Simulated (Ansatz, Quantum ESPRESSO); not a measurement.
## Sr1-xBaxTiO3: cell size against composition

Does the cell follow a straight line between the end members?

Calculated with Ansatz 0.2.0, PBEsol, PAW files of the set soft_1, cutoff 600 eV, Fermi–Dirac smearing 0.02 eV, k-mesh 5×5×4, no spin polarisation, no spin-orbit coupling.

Each composition is one ordered cell of the cubic perovskite structure with 4 sites to fill (x is the share of Ba on the Sr sites), chosen so that its near-neighbour pairs are as close to random as the cell allows, with cell and atoms relaxed. The cell at x = 0.5: a = 5.5619 Å, b = 5.5619 Å, c = 7.8557 Å, α = 90.00°, β = 90.00°, γ = 90.00°.

```
atom       x       y       z
  Ba  0.0000  0.0000  0.0000
  Ba  0.0000  0.0000  0.5000
  Sr  0.5000  0.5000  0.0000
  Sr  0.5000  0.5000  0.5000
  Ti  0.5000  0.0000  0.2500
  Ti  0.5000  0.0000  0.7500
  Ti  0.0000  0.5000  0.2500
  Ti  0.0000  0.5000  0.7500
   O  0.5000  0.0000  0.0000
   O  0.2536  0.7464  0.2500
   O  0.2536  0.2536  0.2500
   O  0.5000  0.0000  0.5000
   O  0.2536  0.7464  0.7500
   O  0.2536  0.2536  0.7500
   O  0.0000  0.5000  0.0000
   O  0.7464  0.2536  0.2500
   O  0.7464  0.7464  0.2500
   O  0.0000  0.5000  0.5000
   O  0.7464  0.2536  0.7500
   O  0.7464  0.7464  0.7500
```

```csv
x,formula,space group,volume for each atom (Å³)
0,SrTiO3,Pm-3m,11.785
0.5,BaSrTi2O6,P4/mmm,12.151
0.75,Ba3SrTi4O12,P4/mmm,12.334
1,BaTiO3,Pm-3m,12.515
```

**Question.** Fit the trend and give the value at x = 0.25, a row left out above.

The law is y = (1 − x) y0 + x y1 − b x(1 − x). With w = x(1 − x) and δ the distance of each inner row from the straight line, b = −Σδw/Σw².

| x | w | δ |
| --- | --- | --- |
| 0.5 | 0.2500 | 0.001 |
| 0.75 | 0.1875 | 0.002 |

Σδw = 0.0005312 and Σw² = 0.09766, so b = −0.005 Å³. At x = 0.25 the law gives 11.969 Å³. The run itself gives 11.970 Å³, so the estimate misses by 0.001 Å³, a rounding's worth.

At x = 0.5 the bowing term is 0.01 % of the value there, against 6.2 % between the ends, so the straight line holds well.

One small ordered cell stands for each composition, so a random alloy may differ.

The same fit over all rows at other levels or in other programs gives b = −0.017 Å³ with PBEsol (Quantum ESPRESSO, GBRV).

[Logs are printed without paths, hosts, clocks, repeated set-up lines and the standing remarks that a program may print on its own settings, such as how far it seeks lower states.]
